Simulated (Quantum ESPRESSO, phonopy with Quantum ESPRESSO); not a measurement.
# KCl (Fm-3m): a volume series of phonon spectra, part 7 of 8

Which modes of KCl drive its thermal expansion?

Experimental results on record:
- volume expansion coefficient 111.3 1e-6/K and heat capacity C_P per formula unit 51.7 J/mol/K near room temperature (given in “High-Throughput Prediction of Finite-Temperature Properties using the Quasi-Harmonic Approximation”, 2016, arXiv:1603.06924)
- volume expansion coefficient 114.9 1e-6/K near room temperature (given in “Descriptors for thermal expansion in solids”, 2017, arXiv:1701.03966)

Quantum ESPRESSO 7.5; DFT LDA, scalar-relativistic, plane waves, PseudoDojo norm-conserving pseudopotentials.

So far. Step 16 (Lattice dynamics at this volume, V/V0 0.985): The time given is that of the 2 pw.x runs on displaced cells behind this step. Step 17 (Ground state at this cell, V/V0 1.03): The run ends at a pressure of -0.67 GPa.

### 18. Born charges and dielectric tensor

In a polar crystal the Born charges and ε∞ give the long-range dipole term that a finite supercell misses. They are those of this k-mesh and were not tested on a denser one; where the gap is small they converge slowly, and the LO modes with them.

ph.in reads:

```
phonons
&INPUTPH
  prefix = 'x'
  outdir = './tmp'
  fildyn = 'x.dyn'
  tr2_ph = 1.0d-18
  epsil  = .true.
/
0.000000000 0.000000000 0.000000000
```

scf.in reads:

```
&CONTROL
  calculation = 'scf'
  prefix      = 'x'
  outdir      = './tmp'
  pseudo_dir  = './pseudo'
  tprnfor     = .true.
  tstress     = .true.
/
&SYSTEM
  ibrav       = 0
  nat         = 2
  ntyp        = 2
  ecutwfc     = 72.0
  occupations = 'fixed'
  nbnd        = 10
/
&ELECTRONS
  conv_thr         = 1.0d-12
  mixing_beta      = 0.7
  electron_maxstep = 100
/
ATOMIC_SPECIES
 K      39.0983  K.upf
 Cl     35.4500  Cl.upf
CELL_PARAMETERS angstrom
     0.000000000    3.067558083    3.067558083
     3.067558083    0.000000000    3.067558083
     3.067558083    3.067558083    0.000000000
ATOMIC_POSITIONS crystal
 K      0.000000000   0.000000000   0.000000000
 Cl     0.500000000   0.500000000   0.500000000
K_POINTS automatic
 6 6 6 0 0 0
```

Command:

```
> OMP_NUM_THREADS=1 mpirun -n 4 ph.x -nk 4 -in ph.in > ph.out
```

Output:

```text
[banner, memory and clock lines left out]
Program PHONON v.7.5

     ./tmp/x.save/

     IMPORTANT: XC functional enforced from input :
     Exchange-correlation= PW
                           (   1   4   0   0   0   0   0)
     Any further DFT definition will be discarded
     Please, verify this is what you really want

     G-vector sticks info

     Reading collected, re-writing distributed wavefunctions in ./tmp/

     Number and degeneracy of irreps per q-point
       N         xq(1)         xq(2)         xq(3)   N irreps
[...]
freq (    1) =      -0.038294 [THz] =      -1.277339 [cm-1]
     freq (    2) =      -0.038294 [THz] =      -1.277339 [cm-1]
     freq (    3) =      -0.038294 [THz] =      -1.277339 [cm-1]
     freq (    4) =       4.516279 [THz] =     150.646836 [cm-1]
     freq (    5) =       4.516279 [THz] =     150.646836 [cm-1]
     freq (    6) =       4.516279 [THz] =     150.646836 [cm-1]
 **************************************************************************

     Mode symmetry, O_h (m-3m)  point group:

     freq (   1-   3) =         -1.3  [cm-1]   --> T_1u G_15  G_4- I
     freq (   4-   6) =        150.6  [cm-1]   --> T_1u G_15  G_4- I
```

It took 40 s on 4 MPI ranks of Intel Xeon 6975P-C (Granite Rapids), shared host; 2.6 min of CPU time.

The Born charges sum to zero within 0.0015 e; the rest is removed before use. Acoustic frequencies in this log differ from zero by the error of the sum rule, which ph.x does not impose.

### 19. A displaced supercell

One atom (for the harmonic constants) or a pair of atoms (for the cubic ones) is moved by a few hundredths of an ångström; the forces on all atoms give a column of force constants. The threshold is tight because the forces are small.

System of this step: KCl. Symmetry: Imm2, No. 44, orthorhombic system. The conventional cell has a = 8.676 Å, b = 12.270 Å, c = 8.676 Å, α = 90.00°, β = 90.00°, γ = 90.00°. Nearest to K lie 6 Cl at 3.05 to 3.08 Å. Nearest to K lie 6 Cl at 3.07 Å. K has 6 Cl at 3.07 Å nearest. Cl has 6 K at 3.07 Å nearest. Farther neighbours and most contacts between anions are not listed.

disp-00001.in reads:

```
&CONTROL
  calculation = 'scf'
  prefix      = 'x'
  outdir      = './tmp'
  pseudo_dir  = './pseudo'
  tprnfor     = .true.
  disk_io     = 'none'
/
&SYSTEM
  ibrav       = 0
  nat         = 16
  ntyp        = 2
  ecutwfc     = 72.0
  occupations = 'fixed'
  nbnd        = 66
/
&ELECTRONS
  conv_thr         = 1.0d-11
  mixing_beta      = 0.7
  electron_maxstep = 100
/
ATOMIC_SPECIES
 K      39.0983  K.upf
 Cl     35.4500  Cl.upf
CELL_PARAMETERS angstrom
     0.000000000    6.135116165    6.135116165
     6.135116165    0.000000000    6.135116165
     6.135116165    6.135116165    0.000000000
ATOMIC_POSITIONS crystal
 K      0.002305113   0.000000000   0.000000000
 K      0.500000000   0.000000000   0.000000000
 K      0.000000000   0.500000000   0.000000000
 K      0.500000000   0.500000000   0.000000000
 K      0.000000000   0.000000000   0.500000000
 K      0.500000000   0.000000000   0.500000000
 K      0.000000000   0.500000000   0.500000000
 K      0.500000000   0.500000000   0.500000000
 Cl     0.250000000   0.250000000   0.250000000
 Cl     0.750000000   0.250000000   0.250000000
 Cl     0.250000000   0.750000000   0.250000000
 Cl     0.750000000   0.750000000   0.250000000
 Cl     0.250000000   0.250000000   0.750000000
 Cl     0.750000000   0.250000000   0.750000000
 Cl     0.250000000   0.750000000   0.750000000
 Cl     0.750000000   0.750000000   0.750000000
K_POINTS automatic
 3 3 3 0 0 0
```

Command:

```
> OMP_NUM_THREADS=1 mpirun -n 2 pw.x -nk 2 -in disp-00001.in > disp-00001.out
```

Output:

```text
[banner, memory and clock lines left out]
Program PWSCF v.7.5

     Message from routine setup:
     using ibrav=0 with symmetry is DISCOURAGED, use correct ibrav instead

     G-vector sticks info

     bravais-lattice index     =            0
     lattice parameter (alat)  =      16.3960  a.u.
     unit-cell volume          =    3116.6998 (a.u.)^3
     number of atoms/cell      =           16
     number of atomic types    =            2
     number of electrons       =       128.00
[...]
atom    1 type  1   force =    -0.00000000   -0.00120180   -0.00120180
     atom    2 type  1   force =    -0.00000000    0.00025761    0.00025761
     atom    3 type  1   force =     0.00018451   -0.00002405    0.00007318
[...]
atom   15 type  2   force =     0.00000197    0.00004243    0.00004243
     atom   16 type  2   force =     0.00000062   -0.00001983   -0.00001983

     Total force =     0.001941     Total SCF correction =     0.000004
     Message from routine punch:
     Nothing written, as per user request (disk_io='none')
[key lines of the parts left out:]
!    total energy              =    -743.46376986 Ry
convergence has been achieved in  11 iterations
```

The job ended after 2.8 min (2 MPI ranks; 5.6 min of CPU time).

### 20. Phonons, V/V0 1.03

This step: DFT LDA, scalar-relativistic, plane waves, PseudoDojo norm-conserving pseudopotentials (phonopy with Quantum ESPRESSO 4.10.0 / 7.5).

Run time: 2.9 min. Hardware: 4 threads.

Phonopy, LO-TO term from ph.x's tensors. The phonon branches at the labelled points (cm⁻¹):

```csv
point,branch 1,branch 2,branch 3,branch 4,branch 5,branch 6
Γ,0,0,0,151,151,214
halfway,47,47,115,154,154,170
X,59,59,107,154,154,158
halfway,64,73,104,151,154,158
U,76,96,102,143,151,159
jump to K,76,96,102,143,151,159
halfway,56,87,105,128,156,184
Γ,0,0,0,151,151,214
halfway,65,65,87,141,141,199
L,109,109,118,118,152,161
halfway,93,94,128,128,151,155
W,86,86,120,122,158,158
halfway,68,83,101,146,156,159
X,59,59,107,154,154,158
```

The phonon branches as a text plot (rows in cm⁻¹):

```
    209 |**                        *********
    200 |  **                    **         *
    191 |    *                               **
    182 |                       *              *
    174 |     **                                *
    165 |                     **                 *
    156 |  **************************            ****************
    147 |**     ***    *******     *********        ***      **
    138 |       **         ***   **         *** *           *
    129 |         *        *    *              *     ***   *
    120 |                   ****               ******   ***
    111 |     **   **                            *         *
    102 |            ****** *****            ** * ****      *****
     93 |    *           **                    *     ***   **
     85 |                  *    ***         *           **** *
     76 |              **** **               **             * *
     67 |  **         ***     ** **        **                ***
     58 |         *****         *  **                          **
     49 |     ****                 **    ***
     40 |    *                   **
     31 | ***                      ***   **
     22 |                            *  *
     13 | *                          *  *
      4 |*                            **
         Γ           X  U|K            Γ         L        W     X
```

No mode is imaginary beyond numerical noise along the path. The highest zone-centre mode (no LO–TO term) moved by -6.7 % for a volume change of +3.0 %.

The time given is that of the 2 pw.x runs on displaced cells behind this step.

### 21. Ground state at this cell, V/V0 0.97

A tight ground state at this cell gives the energy of this member; its pressure is the stress at this cutoff, which can carry an offset from the finite basis.

This step: DFT LDA, scalar-relativistic, plane waves, PseudoDojo norm-conserving pseudopotentials (Quantum ESPRESSO 7.5).

System of this step: KCl. Symmetry: Fm-3m, No. 225, cubic system. Conventional cell: a = 6.014 Å, b = 6.014 Å, c = 6.014 Å, α = 90.00°, β = 90.00°, γ = 90.00°. Nearest to K lie 6 Cl at 3.01 Å. Cl has 6 K at 3.01 Å nearest. Farther neighbours and most contacts between anions are not listed.

Changes to scf.in since step 18:

```diff
@@ -25,5 +25,5 @@
 CELL_PARAMETERS angstrom
-     0.000000000    3.067558083    3.067558083
-     3.067558083    0.000000000    3.067558083
-     3.067558083    3.067558083    0.000000000
+     0.000000000    3.006798312    3.006798312
+     3.006798312    0.000000000    3.006798312
+     3.006798312    3.006798312    0.000000000
 ATOMIC_POSITIONS crystal
```

Command:

```
> OMP_NUM_THREADS=1 mpirun -n 4 pw.x -nk 4 -in scf.in > scf.out
```

Output:

```text
[banner, memory and clock lines left out]
Program PWSCF v.7.5

     Message from routine setup:
     using ibrav=0 with symmetry is DISCOURAGED, use correct ibrav instead

     G-vector sticks info

     bravais-lattice index     =            0
     lattice parameter (alat)  =       8.0356  a.u.
     unit-cell volume          =     366.8931 (a.u.)^3
     number of atoms/cell      =            2
     number of atomic types    =            2
     number of electrons       =        16.00
[...]
atom    2 type  2   force =     0.00000000    0.00000000   -0.00000000

     Total force =     0.000000     Total SCF correction =     0.000000

     Computing stress (Cartesian axis) and pressure

          total   stress  (Ry/bohr**3)                   (kbar)     P=        7.94
   0.00005395  -0.00000000  -0.00000000            7.94       -0.00       -0.00
   0.00000000   0.00005395   0.00000000            0.00        7.94        0.00
  -0.00000000   0.00000000   0.00005395           -0.00        0.00        7.94

     XML data file, charge density, pseudopotentials, collected wavefunctions
[key lines of the parts left out:]
!    total energy              =     -92.93293905 Ry
convergence has been achieved in  10 iterations
```

It took 3.1 s on 4 MPI ranks.

The run ends at a pressure of 0.79 GPa.

### 22. Zone-centre response

In a polar crystal the Born charges and ε∞ give the long-range dipole term that a finite supercell misses. They are those of this k-mesh and were not tested on a denser one; where the gap is small they converge slowly, and the LO modes with them.

ph.in is that of step 18.

scf.in is that of step 21.

Command:

```
> OMP_NUM_THREADS=1 mpirun -n 4 ph.x -nk 4 -in ph.in > ph.out
```

Output:

```text
[banner, memory and clock lines left out]
Program PHONON v.7.5

     ./tmp/x.save/

     IMPORTANT: XC functional enforced from input :
     Exchange-correlation= PW
                           (   1   4   0   0   0   0   0)
     Any further DFT definition will be discarded
     Please, verify this is what you really want

     G-vector sticks info

     Reading collected, re-writing distributed wavefunctions in ./tmp/

     Number and degeneracy of irreps per q-point
       N         xq(1)         xq(2)         xq(3)   N irreps
[...]
freq (    1) =      -0.032067 [THz] =      -1.069627 [cm-1]
     freq (    2) =      -0.032067 [THz] =      -1.069627 [cm-1]
     freq (    3) =      -0.032067 [THz] =      -1.069627 [cm-1]
     freq (    4) =       5.185628 [THz] =     172.973934 [cm-1]
     freq (    5) =       5.185628 [THz] =     172.973934 [cm-1]
     freq (    6) =       5.185628 [THz] =     172.973934 [cm-1]
 **************************************************************************

     Mode symmetry, O_h (m-3m)  point group:

     freq (   1-   3) =         -1.1  [cm-1]   --> T_1u G_15  G_4- I
     freq (   4-   6) =        173.0  [cm-1]   --> T_1u G_15  G_4- I
```

Elapsed: 39 s, on 4 MPI ranks; 2.6 min of CPU time.

The Born charges sum to zero within 0.0015 e; the rest is removed before use. Acoustic frequencies in this log differ from zero by the error of the sum rule, which ph.x does not impose.

### 23. A displaced supercell

One atom (for the harmonic constants) or a pair of atoms (for the cubic ones) is moved by a few hundredths of an ångström; the forces on all atoms give a column of force constants. The threshold is tight because the forces are small.

System of this step: KCl. The structure is orthorhombic, space group Imm2 (No. 44). The conventional cell has a = 8.505 Å, b = 12.027 Å, c = 8.505 Å, α = 90.00°, β = 90.00°, γ = 90.00°. K has 6 Cl at 2.99 to 3.02 Å nearest. K has 6 Cl at 3.01 Å nearest. Nearest to K lie 6 Cl at 3.01 Å. Nearest to Cl lie 6 K at 3.01 Å. Farther neighbours and most contacts between anions are not listed.

Changes to disp-00001.in since step 19:

```diff
@@ -25,7 +25,7 @@
 CELL_PARAMETERS angstrom
-     0.000000000    6.135116165    6.135116165
-     6.135116165    0.000000000    6.135116165
-     6.135116165    6.135116165    0.000000000
+     0.000000000    6.013596625    6.013596625
+     6.013596625    0.000000000    6.013596625
+     6.013596625    6.013596625    0.000000000
 ATOMIC_POSITIONS crystal
- K      0.002305113   0.000000000   0.000000000
+ K      0.002351693   0.000000000   0.000000000
  K      0.500000000   0.000000000   0.000000000
```

Command:

```
> OMP_NUM_THREADS=1 mpirun -n 2 pw.x -nk 2 -in disp-00001.in > disp-00001.out
```

Output:

```text
[banner, memory and clock lines left out]
Program PWSCF v.7.5

     Message from routine setup:
     using ibrav=0 with symmetry is DISCOURAGED, use correct ibrav instead

     G-vector sticks info

     bravais-lattice index     =            0
     lattice parameter (alat)  =      16.0712  a.u.
     unit-cell volume          =    2935.1444 (a.u.)^3
     number of atoms/cell      =           16
     number of atomic types    =            2
     number of electrons       =       128.00
[...]
atom    1 type  1   force =    -0.00000000   -0.00150794   -0.00150794
     atom    2 type  1   force =     0.00000000    0.00027813    0.00027813
     atom    3 type  1   force =     0.00019524   -0.00002666    0.00008288
[...]
atom   15 type  2   force =     0.00000291    0.00002979    0.00002979
     atom   16 type  2   force =     0.00000063   -0.00002067   -0.00002067

     Total force =     0.002458     Total SCF correction =     0.000002
     Message from routine punch:
     Nothing written, as per user request (disk_io='none')
[key lines of the parts left out:]
!    total energy              =    -743.46347213 Ry
convergence has been achieved in  11 iterations
```

It took 2.8 min on 2 MPI ranks; 5.5 min of CPU time.

### 24. Lattice dynamics at this volume, V/V0 0.97

This step: DFT LDA, scalar-relativistic, plane waves, PseudoDojo norm-conserving pseudopotentials (phonopy with Quantum ESPRESSO 4.10.0 / 7.5).

Run time: 2.9 min. Hardware: 4 threads.

Phonopy, LO-TO term from ph.x's tensors. Phonon branches along the path, in cm⁻¹:

```csv
point,branch 1,branch 2,branch 3,branch 4,branch 5,branch 6
Γ,0,0,0,173,173,231
halfway,44,44,133,177,177,180
X,54,54,103,178,178,185
halfway,62,72,100,175,177,185
U,81,92,106,166,173,184
jump to K,81,92,106,166,173,184
halfway,54,101,118,146,179,198
Γ,0,0,0,173,173,231
halfway,74,74,94,162,162,216
L,124,124,134,134,165,174
halfway,100,100,142,142,172,176
W,82,82,135,137,183,183
halfway,64,88,97,168,180,185
X,54,54,103,178,178,185
```

The phonon branches as a text plot (rows in cm⁻¹):

```
    226 |**                        *********
    216 |  **                    **         *
    207 |                                    **
    197 |    *                  *              *
    188 |            *********                  *         *******
    178 | ****************    ********           ********* ******
    168 |*        *      ***       *********     ******      **
    159 |       **         ***   **         ***             *
    149 |                   **  *              **          *
    139 |                   ****               ** *********
    130 |     **  *        *  **                 *
    120 |                     ***            ** ****       *
    111 |          **     * **                      **      *
    101 |    *       ***** *    *              *      *      ****
     91 |                **      **         ***        **  ***
     82 |               * **     **                      ***
     72 |  **          * *  **             **               * *
     63 |             ***     **   **                        ***
     53 |       *******         *  **    ***                   **
     43 |     **                 **
     34 | *  *                       *   **
     24 |  **                      ***  *
     14 | *                          *
      5 |*                            **
         Γ           X  U|K            Γ         L        W     X
```

No mode is imaginary beyond numerical noise along the path. The highest zone-centre mode (no LO–TO term) moved by +7.1 % for a volume change of -3.0 %.

The time given is that of the 2 pw.x runs on displaced cells behind this step.

### 25. Self-consistent run, V/V0 1.05

A tight ground state at this cell gives the energy of this member; its pressure is the stress at this cutoff, which can carry an offset from the finite basis.

This step: DFT LDA, scalar-relativistic, plane waves, PseudoDojo norm-conserving pseudopotentials (Quantum ESPRESSO 7.5).

System of this step: KCl. The structure is cubic, space group Fm-3m (No. 225). Conventional cell: a = 6.175 Å, b = 6.175 Å, c = 6.175 Å, α = 90.00°, β = 90.00°, γ = 90.00°. Nearest to K lie 6 Cl at 3.09 Å. Nearest to Cl lie 6 K at 3.09 Å. Farther neighbours and most contacts between anions are not listed.

Changes to scf.in since step 22:

```diff
@@ -25,5 +25,5 @@
 CELL_PARAMETERS angstrom
-     0.000000000    3.006798312    3.006798312
-     3.006798312    0.000000000    3.006798312
-     3.006798312    3.006798312    0.000000000
+     0.000000000    3.087285686    3.087285686
+     3.087285686    0.000000000    3.087285686
+     3.087285686    3.087285686    0.000000000
 ATOMIC_POSITIONS crystal
```

Command:

```
> OMP_NUM_THREADS=1 mpirun -n 4 pw.x -nk 4 -in scf.in > scf.out
```

Output:

```text
[banner, memory and clock lines left out]
Program PWSCF v.7.5

     Message from routine setup:
     using ibrav=0 with symmetry is DISCOURAGED, use correct ibrav instead

     G-vector sticks info

     bravais-lattice index     =            0
     lattice parameter (alat)  =       8.2507  a.u.
     unit-cell volume          =     397.1523 (a.u.)^3
     number of atoms/cell      =            2
     number of atomic types    =            2
     number of electrons       =        16.00
[...]
atom    2 type  2   force =    -0.00000000   -0.00000000   -0.00000000

     Total force =     0.000000     Total SCF correction =     0.000000

     Computing stress (Cartesian axis) and pressure

          total   stress  (Ry/bohr**3)                   (kbar)     P=      -10.54
  -0.00007162   0.00000000   0.00000000          -10.54        0.00        0.00
   0.00000000  -0.00007162   0.00000000            0.00      -10.54        0.00
   0.00000000   0.00000000  -0.00007162            0.00        0.00      -10.54

     XML data file, charge density, pseudopotentials, collected wavefunctions
[key lines of the parts left out:]
!    total energy              =     -92.93253259 Ry
convergence has been achieved in   9 iterations
```

Run time: 3 s. Hardware: 4 MPI ranks.

The run ends at a pressure of -1.05 GPa.

[end of part 7 of 8]

[Logs are printed without paths, hosts, clocks, repeated set-up lines and the standing remarks that a program may print on its own settings, such as how far it seeks lower states.]

[Hosts, paths, dates, database ids (printed as entryN), source tags and the programs' standing remarks are cut or masked in the printed files.]

[A step with changed settings may run another functional than the one named; its input shows which.]

[Of the runs on displaced cells, only some may be shown.]
